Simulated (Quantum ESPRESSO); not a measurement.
# How PbS (Galena) absorbs and reflects light, part 2 of 3

Aim: the dielectric function of PbS (Galena), and the optical constants that follow from it. The cell comes from an older database entry, whose edges can differ from later determinations, mostly by under a per cent.

Quantum ESPRESSO 7.5; DFT, PBE, plane waves with norm-conserving potentials (PseudoDojo), scalar-relativistic, independent-particle optical response without local fields and without the non-local commutator.

So far. Step 2 (Ground state): There is a gap, 0.96 eV on this mesh (points off the mesh can give less), so no carriers' term is needed.

The database entry behind the starting cell differs from later determinations by our own check (about 0.1 % short), so it need not match the best structure at ambient conditions.

## Step 3: Ground state with the final occupations

Level of this step: DFT, PBE, plane waves with norm-conserving potentials (PseudoDojo), scalar-relativistic, ground state (Quantum ESPRESSO).

With the gap or the metal settled, the ground state is repeated with the fitting occupations, and the later steps take its density.

Input file scf.in:

```
&control
  calculation = 'scf'
  prefix = 'x'
  outdir = './tmp'
  pseudo_dir = './'
  verbosity = 'high'
/
&system
  ibrav = 0
  nat = 2
  ntyp = 2
  ecutwfc = 70
  occupations = 'fixed'
/
&electrons
  conv_thr = 1e-09
  electron_maxstep = 100
/
ATOMIC_SPECIES
  Pb 1.0 Pb.upf
  S 1.0 S.upf
CELL_PARAMETERS angstrom
  0.000000000000 2.965750000000 2.965750000000
  2.965750000000 0.000000000000 2.965750000000
  2.965750000000 2.965750000000 0.000000000000
ATOMIC_POSITIONS crystal
  Pb 0.000000000000 0.000000000000 0.000000000000
  S 0.500000000000 0.500000000000 0.500000000000
K_POINTS automatic
  7 7 7 0 0 0
```

The run is started by

```
$ mpirun -n 4 pw.x -nk 4 -in scf.in
```

Log:

```text
[banner, memory and clock lines left out]

     using ibrav=0 with symmetry is DISCOURAGED, use correct ibrav instead

     G-vector sticks info

     bravais-lattice index     =            0
     lattice parameter (alat)  =       7.9259  a.u.
     unit-cell volume          =     352.0710 (a.u.)^3
     number of atoms/cell      =            2
     number of atomic types    =            2
     number of electrons       =        20.00
     number of Kohn-Sham states=           10
     kinetic-energy cutoff     =      70.0000  Ry
     charge density cutoff     =     280.0000  Ry
     scf convergence threshold =      1.0E-09
     mixing beta               =       0.7000
     number of iterations used =            8  plain     mixing
     Exchange-correlation= PBE
                           (   1   4   3   4   0   0   0)

     celldm(1)=   7.925897  celldm(2)=   0.000000  celldm(3)=   0.000000
     celldm(4)=   0.000000  celldm(5)=   0.000000  celldm(6)=   0.000000

     crystal axes: (cart. coord. in units of alat)
               a(1) = (   0.000000   0.707107   0.707107 )
               a(2) = (   0.707107   0.000000   0.707107 )
               a(3) = (   0.707107   0.707107   0.000000 )

     reciprocal axes: (cart. coord. in units 2 pi/alat)
               b(1) = ( -0.707107  0.707107  0.707107 )
               b(2) = (  0.707107 -0.707107  0.707107 )
               b(3) = (  0.707107  0.707107 -0.707107 )

     ./Pb.upf
     Pseudo is Norm-conserving + core correction, Zval = 14.0
     Generated using ONCVPSP code by D. R. Hamann
     Using radial grid of 1678 points,  6 beta functions with:
                l(1) =   0
                l(2) =   0
                l(3) =   1
                l(4) =   1
                l(5) =   2
                l(6) =   2

     ./S.upf
     Pseudo is Norm-conserving + core correction, Zval =  6.0
     Generated using ONCVPSP code by D. R. Hamann
     Using radial grid of 1146 points,  6 beta functions with:
                l(1) =   0
                l(2) =   0
                l(3) =   1
                l(4) =   1
                l(5) =   2
                l(6) =   2

     atomic species   valence    mass     pseudopotential
     Pb               14.00     1.00000     Pb( 1.00)
     S                 6.00     1.00000     S ( 1.00)

     48 Sym. Ops., with inversion, found

                                    s                        frac. trans.

     [... symmetry matrices left out ...]
   Cartesian axes

     site n.     atom                  positions (alat units)
         1        Pb     tau(   1) = (   0.0000000   0.0000000   0.0000000  )
         2        S      tau(   2) = (   0.7071068   0.7071068   0.7071068  )

   Crystallographic axes

     site n.     atom                  positions (cryst. coord.)
         1        Pb     tau(   1) = (  0.0000000  0.0000000  0.0000000  )
         2        S      tau(   2) = (  0.5000000  0.5000000  0.5000000  )

     number of k points=    20
                       cart. coord. in units 2pi/alat
        k(    1) = (   0.0000000   0.0000000   0.0000000), wk =   0.0058309
        k(    2) = (   0.1010153   0.1010153  -0.1010153), wk =   0.0466472
        k(    3) = (   0.2020305   0.2020305  -0.2020305), wk =   0.0466472
        k(    4) = (   0.3030458   0.3030458  -0.3030458), wk =   0.0466472
        k(    5) = (   0.2020305  -0.0000000   0.0000000), wk =   0.0349854
        k(    6) = (   0.3030458   0.1010153  -0.1010153), wk =   0.1399417
        k(    7) = (   0.4040610   0.2020305  -0.2020305), wk =   0.1399417
        k(    8) = (  -0.2020305  -0.4040610   0.4040610), wk =   0.1399417
        k(    9) = (  -0.1010153  -0.3030458   0.3030458), wk =   0.1399417
        k(   10) = (  -0.0000000  -0.2020305   0.2020305), wk =   0.0699708
        k(   11) = (   0.4040610  -0.0000000   0.0000000), wk =   0.0349854
        k(   12) = (   0.5050763   0.1010153  -0.1010153), wk =   0.1399417
        k(   13) = (  -0.1010153  -0.5050763   0.5050763), wk =   0.1399417
        k(   14) = (   0.0000000  -0.4040610   0.4040610), wk =   0.0699708
        k(   15) = (   0.6060915  -0.0000000   0.0000000), wk =   0.0349854
        k(   16) = (  -0.0000000  -0.6060915   0.6060915), wk =   0.0699708
[...]
cryst. coord.
[...]
k(   13) = (  -0.0000000   0.2857143  -0.4285714), wk =   0.1399417
        k(   14) = (  -0.0000000   0.2857143  -0.2857143), wk =   0.0699708
        k(   15) = (   0.0000000   0.4285714   0.4285714), wk =   0.0349854
        k(   16) = (   0.0000000   0.4285714  -0.4285714), wk =   0.0699708
        k(   17) = (   0.1428571   0.2857143   0.4285714), wk =   0.1399417
        k(   18) = (   0.1428571   0.2857143  -0.4285714), wk =   0.2798834
        k(   19) = (   0.1428571   0.4285714  -0.4285714), wk =   0.1399417
        k(   20) = (   0.1428571   0.4285714  -0.2857143), wk =   0.1399417

     Dense  grid:    27941 G-vectors     FFT dimensions: (  45,  45,  45)

     Initial potential from superposition of free atoms

     starting charge      19.9978, renormalised to      20.0000
     Starting wfcs are   13 randomized atomic wfcs

     Self-consistent Calculation

     iteration #  1     ecut=    70.00 Ry     beta= 0.70
     Davidson diagonalization with overlap

            55 MiB given to the printing process from OS
            23 MiB allocation reported by mallinfo(arena+hblkhd)
------------------
     ethr =  1.00E-02,  avg # of iterations =  1.2

     Threshold (ethr) on eigenvalues was too large:
     Diagonalizing with lowered threshold

     Davidson diagonalization with overlap

            56 MiB given to the printing process from OS
            26 MiB allocation reported by mallinfo(arena+hblkhd)
------------------
     ethr =  7.16E-04,  avg # of iterations =  2.1

     total energy              =    -162.85700439 Ry
     estimated scf accuracy    <       0.13547262 Ry

     iteration #  2     ecut=    70.00 Ry     beta= 0.70
     Davidson diagonalization with overlap

            66 MiB given to the printing process from OS
            31 MiB allocation reported by mallinfo(arena+hblkhd)
------------------
     ethr =  6.77E-04,  avg # of iterations =  3.7

     total energy              =    -162.89998377 Ry
     estimated scf accuracy    <       0.10175448 Ry

     iteration #  3     ecut=    70.00 Ry     beta= 0.70
     Davidson diagonalization with overlap

            67 MiB given to the printing process from OS
            32 MiB allocation reported by mallinfo(arena+hblkhd)
------------------
     ethr =  5.09E-04,  avg # of iterations =  2.1

     total energy              =    -162.91606470 Ry
     estimated scf accuracy    <       0.00170719 Ry

     iteration #  4     ecut=    70.00 Ry     beta= 0.70
     Davidson diagonalization with overlap

            68 MiB given to the printing process from OS
            33 MiB allocation reported by mallinfo(arena+hblkhd)
------------------
     ethr =  8.54E-06,  avg # of iterations =  4.7

     total energy              =    -162.91771417 Ry
     estimated scf accuracy    <       0.00303813 Ry

     iteration #  5     ecut=    70.00 Ry     beta= 0.70
     Davidson diagonalization with overlap

            68 MiB given to the printing process from OS
            34 MiB allocation reported by mallinfo(arena+hblkhd)
------------------
     ethr =  8.54E-06,  avg # of iterations =  2.0

     total energy              =    -162.91791716 Ry
     estimated scf accuracy    <       0.00024541 Ry

     iteration #  6     ecut=    70.00 Ry     beta= 0.70
     Davidson diagonalization with overlap

            69 MiB given to the printing process from OS
            34 MiB allocation reported by mallinfo(arena+hblkhd)
------------------
     ethr =  1.23E-06,  avg # of iterations =  3.9

     total energy              =    -162.91800972 Ry
     estimated scf accuracy    <       0.00001305 Ry

     iteration #  7     ecut=    70.00 Ry     beta= 0.70
     Davidson diagonalization with overlap

            70 MiB given to the printing process from OS
            35 MiB allocation reported by mallinfo(arena+hblkhd)
------------------
     ethr =  6.53E-08,  avg # of iterations =  2.5

     total energy              =    -162.91800967 Ry
     estimated scf accuracy    <       0.00000459 Ry

     iteration #  8     ecut=    70.00 Ry     beta= 0.70
     Davidson diagonalization with overlap

            71 MiB given to the printing process from OS
            36 MiB allocation reported by mallinfo(arena+hblkhd)
------------------
     ethr =  2.29E-08,  avg # of iterations =  2.5

     total energy              =    -162.91801010 Ry
     estimated scf accuracy    <       0.00000053 Ry

     iteration #  9     ecut=    70.00 Ry     beta= 0.70
     Davidson diagonalization with overlap

            72 MiB given to the printing process from OS
            37 MiB allocation reported by mallinfo(arena+hblkhd)
------------------
     ethr =  2.64E-09,  avg # of iterations =  3.6

     End of self-consistent calculation

          k = 0.0000 0.0000 0.0000 (  3479 PWs)   bands (ev):

    -8.1008  -8.1008  -8.1008  -8.0827  -8.0827  -4.8900   2.6658   6.5435
     6.5435   6.5435

     occupation numbers
     1.0000   1.0000   1.0000   1.0000   1.0000   1.0000   1.0000   1.0000
     1.0000   1.0000

          k = 0.1010 0.1010-0.1010 (  3494 PWs)   bands (ev):

    -8.0999  -8.0975  -8.0975  -8.0832  -8.0832  -4.7172   2.0929   6.5966
     6.5966   6.9667

     occupation numbers
     1.0000   1.0000   1.0000   1.0000   1.0000   1.0000   1.0000   1.0000
     1.0000   1.0000

          k = 0.2020 0.2020-0.2020 (  3482 PWs)   bands (ev):

    -8.1060  -8.1060  -8.0984  -8.0684  -8.0684  -4.2520   0.9496   6.7431
     6.7431   7.7271

     occupation numbers
     1.0000   1.0000   1.0000   1.0000   1.0000   1.0000   1.0000   1.0000
     1.0000   1.0000

          k = 0.3030 0.3030-0.3030 (  3486 PWs)   bands (ev):

    -8.1157  -8.1157  -8.0977  -8.0535  -8.0535  -3.7424   0.0086   6.8999
     6.8999   8.4463

     occupation numbers
     1.0000   1.0000   1.0000   1.0000   1.0000   1.0000   1.0000   1.0000
     1.0000   1.0000

          k = 0.2020-0.0000 0.0000 (  3495 PWs)   bands (ev):

    -8.1056  -8.0995  -8.0898  -8.0898  -8.0779  -4.6558   2.0464   6.2868
     6.2868   7.4825

     occupation numbers
     1.0000   1.0000   1.0000   1.0000   1.0000   1.0000   1.0000   1.0000
     1.0000   1.0000

     [... further k points left out ...]

     highest occupied level (ev):     8.4463

!    total energy              =    -162.91801027 Ry
     estimated scf accuracy    <          1.5E-10 Ry

     The total energy is the sum of the following terms:
     one-electron contribution =     -35.82465715 Ry
     hartree contribution      =      30.47894106 Ry
     xc contribution           =     -46.34265015 Ry
     ewald contribution        =    -111.22964404 Ry

     convergence has been achieved in   9 iterations

     XML data file, charge density, pseudopotentials, collected wavefunctions

                                        0.00s GPU  (     200 calls)
```

Elapsed: 8.3 s, on 4 MPI ranks of Arm Neoverse N1, shared host; peak memory 0.07 GiB.

## Step 4: Bands on the whole mesh, 10×10×10

The response needs many more empty bands than the density does.

This step: DFT, PBE, plane waves with norm-conserving potentials (PseudoDojo), scalar-relativistic, bands at fixed density (Quantum ESPRESSO 7.5).

nscf.in, as its differences from scf.in of step 3:

```diff
@@ -1,3 +1,3 @@
 &control
-  calculation = 'scf'
+  calculation = 'nscf'
   prefix = 'x'
@@ -5,3 +5,2 @@
   pseudo_dir = './'
-  verbosity = 'high'
 /
@@ -13,2 +12,5 @@
   occupations = 'fixed'
+  nbnd = 32
+  nosym = .true.
+  noinv = .true.
 /
@@ -17,2 +19,3 @@
   electron_maxstep = 100
+  diago_full_acc = .true.
 /
@@ -29,2 +32,2 @@
 K_POINTS automatic
-  7 7 7 0 0 0
+  10 10 10 0 0 0
```

The run is started by

```
$ mpirun -n 4 pw.x -nk 4 -in nscf.in
```

Log:

```text
[banner, memory and clock lines left out]

     Atomic positions and unit cell read from directory:

     G-vector sticks info

     bravais-lattice index     =            0
     lattice parameter (alat)  =       7.9259  a.u.
     unit-cell volume          =     352.0710 (a.u.)^3
     number of atoms/cell      =            2
     number of atomic types    =            2
     number of electrons       =        20.00
     number of Kohn-Sham states=           32
     kinetic-energy cutoff     =      70.0000  Ry
     charge density cutoff     =     280.0000  Ry
     Exchange-correlation= PBE
                           (   1   4   3   4   0   0   0)

     celldm(1)=   7.925897  celldm(2)=   0.000000  celldm(3)=   0.000000
     celldm(4)=   0.000000  celldm(5)=   0.000000  celldm(6)=   0.000000

     crystal axes: (cart. coord. in units of alat)
               a(1) = (   0.000000   0.707107   0.707107 )
               a(2) = (   0.707107   0.000000   0.707107 )
               a(3) = (   0.707107   0.707107   0.000000 )

     reciprocal axes: (cart. coord. in units 2 pi/alat)
               b(1) = ( -0.707107  0.707107  0.707107 )
               b(2) = (  0.707107 -0.707107  0.707107 )
               b(3) = (  0.707107  0.707107 -0.707107 )

     ./Pb.upf
     Pseudo is Norm-conserving + core correction, Zval = 14.0
     Generated using ONCVPSP code by D. R. Hamann
     Using radial grid of 1678 points,  6 beta functions with:
                l(1) =   0
                l(2) =   0
                l(3) =   1
                l(4) =   1
                l(5) =   2
                l(6) =   2

     ./S.upf
     Pseudo is Norm-conserving + core correction, Zval =  6.0
     Generated using ONCVPSP code by D. R. Hamann
     Using radial grid of 1146 points,  6 beta functions with:
                l(1) =   0
                l(2) =   0
                l(3) =   1
                l(4) =   1
                l(5) =   2
                l(6) =   2

     atomic species   valence    mass     pseudopotential
     Pb               14.00     1.00000     Pb( 1.00)
     S                 6.00     1.00000     S ( 1.00)

     No symmetry found

   Cartesian axes

     site n.     atom                  positions (alat units)
         1        Pb     tau(   1) = (   0.0000000   0.0000000   0.0000000  )
         2        S      tau(   2) = (   0.7071068   0.7071068   0.7071068  )

     number of k points=  1000

     Number of k-points >= 100: set verbosity='high' to print them.

     Dense  grid:    27941 G-vectors     FFT dimensions: (  45,  45,  45)

     The potential is recalculated from file :

     Starting wfcs are   13 randomized atomic wfcs +   19 random wfcs

     Band Structure Calculation
     Davidson diagonalization with overlap
     c_bands:  1 eigenvalues not converged
     c_bands:  1 eigenvalues not converged

     ethr =  5.00E-12,  avg # of iterations = 45.7

     End of band structure calculation

     Number of k-points >= 100: set verbosity='high' to print the bands.

     highest occupied, lowest unoccupied level (ev):     8.7049    9.0750

     XML data file, pseudopotentials, collected wavefunctions

                                        0.00s GPU  (   12149 calls)

[... left out ...]
nverged
     c_bands:  1 eigenvalues not converged

     ethr =  5.00E-12,  avg # of iterations = 45.7

     End of band structure calculation

     Number of k-points >= 100: set verbosity='high' to print the bands.

     highest occupied, lowest unoccupied level (ev):     8.7049    9.0750

     XML data file, pseudopotentials, collected wavefunctions

                                        0.00s GPU  (   12149 calls)
```

Wall time 15 min (4 MPI ranks); peak memory 0.06 GiB; 62 min of CPU time.

(Continued in part 3 of 3.)

[Machine, clock, banner and «Message from routine» lines are left out of the logs.]

[Logs are printed without paths, hosts, clocks, repeated set-up lines and the standing remarks that a program may print on its own settings, such as how far it seeks lower states.]

[Hosts, paths, dates, database ids (printed as entryN), source tags and the programs' standing remarks are cut or masked in the printed files.]
